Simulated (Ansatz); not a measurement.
# Screened interactions in VOCl (Pmmn), part 2 of 2

Wanted: the parameters of a Hubbard-Kanamori model for VOCl (Pmmn).

Ansatz 0.2.0; non-magnetic LDA, then constrained RPA, plane waves, PAW.

So far: Starting point; LDA bands and orbital weights.

## (3) Constrained RPA: V d, bands v2 to c8, 6×4×2 mesh, medium accuracy

Constrained RPA screens the interaction with every transition except those inside the target bands, which a later many-body model would treat itself.

This step: constrained RPA on LDA, plane waves, PAW.

Input file input.yaml:

```yaml
crystal:
  lattice:
    - [0.0, 0.0, 3.3]
    - [0.0, -3.78, 0.0]
    - [7.91, 0.0, 0.0]
  atoms:
    - { symbol: V, position: [0.0, 0.5, 0.1148] }
    - { symbol: V, position: [0.5, 0.0, 0.8852] }
    - { symbol: Cl, position: [0.5, 0.5, 0.3279] }
    - { symbol: Cl, position: [0.0, 0.0, 0.6721] }
    - { symbol: O, position: [0.5, 0.5, 0.9542] }
    - { symbol: O, position: [0.0, 0.0, 0.0458] }
kpoints:
  mp_grid: { grid: [12, 8, 4] }
hamiltonian:
  xc: lda
scf:
  occupations: { method: gaussian, width: 0.08 }
  n_extra_bands: 24
  max_iter: 150
  lower_state_search: "off"
output:
  crpa:
    kmesh: [6, 4, 2]
    target_bands: [v2, c8]
    projections: [{ species: V, l: d, shell: 3 }]
  local_orbitals:
    kmesh: [12, 8, 4]
    orbitals: [{ species: V, l: d, shell: 3 }]
    window: { bands: [v2, c8] }
    seedname: lo
```

Command:

```bash
$ ansatz run input.yaml --threads 4 --pin off --max-ram 14745MiB --backend cpu --events-out ev --progress --plain --runs-dir out
```

Numbers of over 12 decimals in the logs are rounded to 6 here.

What it wrote:

```text
[...]
Crystal: 6 atoms, lattice volume = 98.669 Å³
Basis set: ecut = 420 eV, 1957 PW (Γ)
Bands: 50, of which v1, the nominal top of the filled ones, is band 26 counted from 1 (25 counted from 0)
Symmetry: 8 space group operations
[...]
k-points: 105 of 384
[...]
SCF iter   1: F=—  HF=-8924.243660 eV  |F-HF|=—  |Δ(HF+E_count)|=         —  Δρ=1.27e-2  dr2=1.31e-1  ethr=1.77e-3  ⟨swp⟩=5.5  Hψ=22429  notcnv=0  defer=751
[...]
SCF iter   8: F=-8924.209361 eV  HF=-8924.209361 eV  |F-HF|=6.08e-8  |Δ(HF+E_count)|=   1.83e-7  Δρ=1.40e-5  dr2=9.96e-8  ethr=1.92e-10  ⟨swp⟩=9.2  Hψ=24979  notcnv=0
SCF 1 converged in 8 iterations: F = -8924.209361 eV  dr2 = 9.96e-8
[...]
NSCF: frozen V_eff on 109 k-points
[...]
cRPA screening: q 1/48
cRPA screening: q 2/48
cRPA screening: q 3/48
cRPA screening: q 5/48 (q-point 4)
cRPA screening: q 7/48 (q-point 5)
cRPA screening: q 8/48 (q-point 6)
cRPA screening: q 9/48
cRPA screening: q 11/48 (q-point 10)
cRPA screening: q 13/48 (q-point 11)
cRPA screening: q 15/48 (q-point 12)
cRPA screening: q 17/48 (q-point 13)
cRPA screening: q 19/48 (q-point 14)
cRPA screening: q 21/48 (q-point 15)
cRPA screening: q 23/48 (q-point 16)
cRPA screening: q 25/48 (q-point 17)
cRPA screening: q 27/48 (q-point 18)
cRPA screening: q 29/48 (q-point 19)
cRPA screening: q 31/48 (q-point 20)
cRPA screening: q 33/48 (q-point 21)
cRPA screening: q 35/48 (q-point 22)
cRPA screening: q 37/48 (q-point 23)
cRPA screening: q 39/48 (q-point 24)
cRPA screening: q 41/48 (q-point 25)
cRPA screening: q 42/48 (q-point 26)
cRPA screening: q 43/48 (q-point 27)
cRPA screening: q 45/48 (q-point 28)
cRPA screening: q 47/48 (q-point 29)
cRPA screening: q 48/48 (q-point 30)
SCF converged after 8 iterations
Free energy (F): -8924.209361 eV
[...]
Internal energy: -8924.180892 eV  (E = F + TS)
E sigma→0 (E₀):  -8924.195127 eV
Entropy (-TS):   -0.028469 eV (-4.745 meV/atom)
Fermi energy:    7.598471 eV
[...]
--- Band table (eV; the first three rows and the last of 105) ---
  k-point 0: bands = [... 22 lower, 4.0239, 4.3837, 6.7707, 7.2519, 7.2772, 7.7074, 8.5038, 8.8401, ... 20 higher]
  k-point 1: bands = [... 22 lower, 3.9928, 4.3323, 6.7708, 7.2610, 7.2865, 7.7073, 8.4664, 8.8766, ... 20 higher]
  k-point 2: bands = [... 22 lower, 3.9911, 4.2676, 6.7709, 7.2697, 7.2953, 7.7071, 8.4346, 8.9073, ... 20 higher]
  k-point 104: bands = [... 22 lower, 3.6249, 3.6249, 7.4214, 7.4214, 7.7945, 7.7945, 8.1957, 8.1957, ... 20 higher]
--- cRPA (band scheme, projected local orbitals): target bands 25..34 (1-based), 10 Wannier function(s), 6×4×2 mesh, 68 bands' worth read of 73 solved, ecut_chi 136.0 eV, v(q+G=0) probe_charge, pair densities all_electron ---
  χ-basis size per q: N_G = 344..378
  window electrons = 4.0000, filled by tetrahedron_uncorrected; constrained ε̄⁻¹(q = 0, 0) head = 0.256117; min gauge Gram eig = 0.6059
  Kanamori averages over each shell's own Wannier functions (sites counted from 0, functions from 1):
  Each shell's averages of U are screened by what lies outside the whole window alone: parameters of one model of all the shells.
    Site 0, 3D, 5 of 5 d orbitals (Wannier functions 1, 2, 3, 4, 5; wannier90's mr 1, 2, 3, 4, 5):
      screened: U = 4.2048 eV, U' = 3.3510 eV, J = 0.4198 eV
      screened, to within: U = 6.3e-3 eV, U' = 6.3e-3 eV, J = 5.7e-4 eV
      bare: V = 16.4620 eV, V' = 15.3408 eV, J = 0.5474 eV
[...]
screened: U = 4.2048 eV, U' = 3.3510 eV, J = 0.4198 eV
      screened, to within: U = 6.3e-3 eV, U' = 6.3e-3 eV, J = 5.7e-4 eV
      bare: V = 16.4620 eV, V' = 15.3408 eV, J = 0.5474 eV
  Hermiticity witness max|P − P†| over intra, direct and exchange elements: 1.42e-14 eV (screened), 5.67e-17 eV (bare)
  Reality witness max|Im| over intra, direct and exchange elements: 9.49e-9 eV (screened), 4.48e-12 eV (bare)
```

Elapsed: 14 min, on 4 threads of Arm Neoverse V1, shared host; peak memory 0.86 GiB.

This step gave:

```
U                                                 : 4.205 eV
U prime (inter-orbital)                           : 3.351 eV
J                                                 : 0.4198 eV
bare V                                            : 16.46 eV
bare J                                            : 0.5474 eV
stated bound on U                                 : 0.006248 eV
U over bare V                                     : 0.2554
electrons in the window                           : 4.000
head of the constrained inverse dielectric matrix : 0.2561
least eigenvalue of the projection's overlap      : 0.6059
target functions                                  : 10
bands in the sums                                 : 68
r.m.s. miss of the model bands                    : 1.03e-4 eV
width of the target bands                         : 3.627 eV
weight of the projected orbitals in the window    : 0.8079
```

On the V d shell, screening brings the on-site interaction from 16.5 eV down to U = 4.20 eV.

Kanamori averages over each shell's functions. Crpa shells, by row:

```tsv
site	element	shell	orbitals	U (eV)	U' (eV)	J (eV)	bare V (eV)	bare V' (eV)	bare J (eV)	bound on U (eV)
1	V	3D	5	4.205	3.351	0.4198	16.46	15.34	0.5474	0.006248
2	V	3D	5	4.205	3.351	0.4198	16.46	15.34	0.5474	0.006248
```

Projected local orbitals of the target window. The electronic bands at the labelled points (eV, zero at the Fermi level; # counts the bands kept):

```tsv
point	#1	#2	#3	#4	#5	#6
Γ	-0.83	-0.35	-0.32	0.11	0.91	1.24
halfway	-0.48	0.06	0.11	0.15	0.73	1.01
X	-0.05	-0.05	0.18	0.18	0.59	0.59
halfway	-0.14	-0.14	0.13	0.13	0.36	0.36
S	-0.15	-0.15	0.17	0.17	0.65	0.65
halfway	-0.15	-0.15	0.23	0.23	0.49	0.49
Y	-0.51	-0.51	0.32	0.32	0.56	0.56
halfway	-0.40	-0.27	-0.16	0.22	0.35	0.54
Γ	-0.83	-0.35	-0.32	0.11	0.91	1.24
halfway	-0.83	-0.34	-0.31	0.11	0.87	1.28
Z	-0.83	-0.33	-0.30	0.11	0.84	1.31
halfway	-0.52	0.05	0.09	0.20	0.72	1.02
U	-0.05	-0.05	0.17	0.17	0.60	0.60
halfway	-0.13	-0.13	0.13	0.13	0.33	0.33
R	-0.18	-0.18	0.20	0.20	0.60	0.60
halfway	-0.17	-0.17	0.39	0.39	0.49	0.49
T	-0.53	-0.53	0.31	0.31	0.50	0.50
halfway	-0.40	-0.25	-0.17	0.23	0.26	0.60
Z	-0.83	-0.33	-0.30	0.11	0.84	1.31
jump to X	-0.05	-0.05	0.18	0.18	0.59	0.59
halfway	-0.05	-0.05	0.18	0.18	0.60	0.60
U	-0.05	-0.05	0.17	0.17	0.60	0.60
jump to Y	-0.51	-0.51	0.32	0.32	0.56	0.56
halfway	-0.52	-0.52	0.31	0.31	0.53	0.53
T	-0.53	-0.53	0.31	0.31	0.50	0.50
jump to S	-0.15	-0.15	0.17	0.17	0.65	0.65
```

The same for Kohn-Sham, solved directly:

```tsv
point	#1	#2	#3	#4	#5	#6
Γ	-0.83	-0.35	-0.32	0.11	0.91	1.24
X	-0.05	-0.05	0.18	0.18	0.59	0.59
S	-0.15	-0.15	0.17	0.17	0.65	0.65
Y	-0.51	-0.51	0.32	0.32	0.56	0.56
Γ	-0.83	-0.35	-0.32	0.11	0.91	1.24
Z	-0.83	-0.33	-0.30	0.11	0.84	1.31
U	-0.05	-0.05	0.17	0.17	0.60	0.60
R	-0.18	-0.18	0.20	0.20	0.60	0.60
T	-0.53	-0.53	0.31	0.31	0.50	0.50
Z	-0.83	-0.33	-0.30	0.11	0.84	1.31
X	-0.05	-0.05	0.18	0.18	0.59	0.59
U	-0.05	-0.05	0.17	0.17	0.60	0.60
Y	-0.51	-0.51	0.32	0.32	0.56	0.56
T	-0.53	-0.53	0.31	0.31	0.50	0.50
```

The first set of electronic bands as a text plot (rows in eV, shown from -0.8 to 2.0 only):

```
    2.0 |**  **          *  *****     *           * * *
    1.9 |*        ***   *     * *****        **      ****      **
    1.7 | *   ****   ***       *   *      ***  * *      **
    1.6 |*    *                 ******** *      *         **
    1.5 | ****                      *   *
    1.4 |  **                          *
    1.3 |**                     **** **
    1.1 |  *                   *    *
    1.0 |                            *                  *
    0.9 |** *                   **
    0.8 |  * *                **  *** *                *
    0.7 |   ***     **       *       ***             *  *      *
    0.5 |     **   *  ******* *        **    ******** *  ****** *
    0.4 |         *        * *           * **   **  *  *
    0.3 |       **      *****         *   *    *  *****     ***
    0.2 |   ****  ******   * **      * *** ****       ******   **
    0.1 |*****  **             *********  *          *
   -0.1 |     ****          *       *   ***              ***
   -0.2 | *       ******           *   *   *******    *        **
   -0.3 |*   *          *   *******   *               ***
   -0.4 |   *            * ****                   *  ***
   -0.5 |  *              **  *      *             **  *    ***
   -0.6 |                           *                   *
   -0.8 |**                    *****
         Γ     X    S     Y    Γ  Z     U    R      T   Z|U|YT|SR
```

Onsite levels, by row:

```tsv
orbital	level less Fermi level (eV)
V1 dz2	0.7725
V1 dxz	1.728
V1 dyz	0.1652
V1 dx2-y2	1.474
V1 dxy	0.4761
V2 dz2	0.7725
V2 dxz	1.728
V2 dyz	0.1652
V2 dx2-y2	1.474
V2 dxy	0.4761
```

Largest distinct elements between sites. Hoppings, by row:

```tsv
from	to	cell	distance (Å)	t (eV)
V1 dx2-y2	V1 dxy	0 1 0	3.78	-0.2852
V1 dx2-y2	V1 dx2-y2	1 0 0	3.3	-0.2491
V2 dyz	V2 dyz	0 1 0	3.78	-0.1882
V1 dz2	V1 dxy	0 -1 0	3.78	0.1824
V1 dxy	V1 dxy	0 1 0	3.78	0.1613
V1 dxz	V2 dyz	0 0 -1	3.097	-0.1575
V1 dz2	V1 dz2	0 -1 0	3.78	-0.1464
V1 dxy	V1 dxy	-1 0 0	3.3	0.1296
V1 dx2-y2	V1 dxz	-1 0 0	3.3	0.126
V1 dz2	V1 dx2-y2	0 1 0	3.78	-0.1094
V2 dz2	V2 dx2-y2	1 0 0	3.3	0.1066
V1 dz2	V2 dz2	-1 0 -1	3.097	0.1053
```

## (4) What came out

```json
{
  "V d": "U 4.20 eV, U′ 3.35 eV, J 0.42 eV, bare V 16.5 eV",
  "method": "constrained RPA on non-magnetic LDA, 6×4×2 mesh, static; search for lower states off"
}
```

**Reading.** For V d, screening cuts the on-site interaction from 16.46 eV to 4.20 eV (26 %), while J goes only from 0.55 eV to 0.42 eV: the monopole is screened far more than the multipoles. U − 2J differs from U′ by +0.01 eV, so the Kanamori relation holds well. U is 1.2 times the width of the target bands. The parent state is non-magnetic and the interaction static (zero frequency); U depends on the window and the orbitals, so it belongs to this model alone. The bands cross the Fermi level under this constraint, which need not be the crystal's state: magnetic order, correlation or a lattice distortion may open a gap.

[Paths, hosts, dates, memory and timing lines, banners, echoed tables and standing remarks are left out of the program output.]

[Logs are printed without paths, hosts, clocks, repeated set-up lines and the standing remarks that a program may print on its own settings, such as how far it seeks lower states.]

[Runs of the session that timed out or met a known fault of the program may be left out.]

[Hosts, paths, dates, database ids (printed as entryN), source tags and the programs' standing remarks are cut or masked in the printed files.]
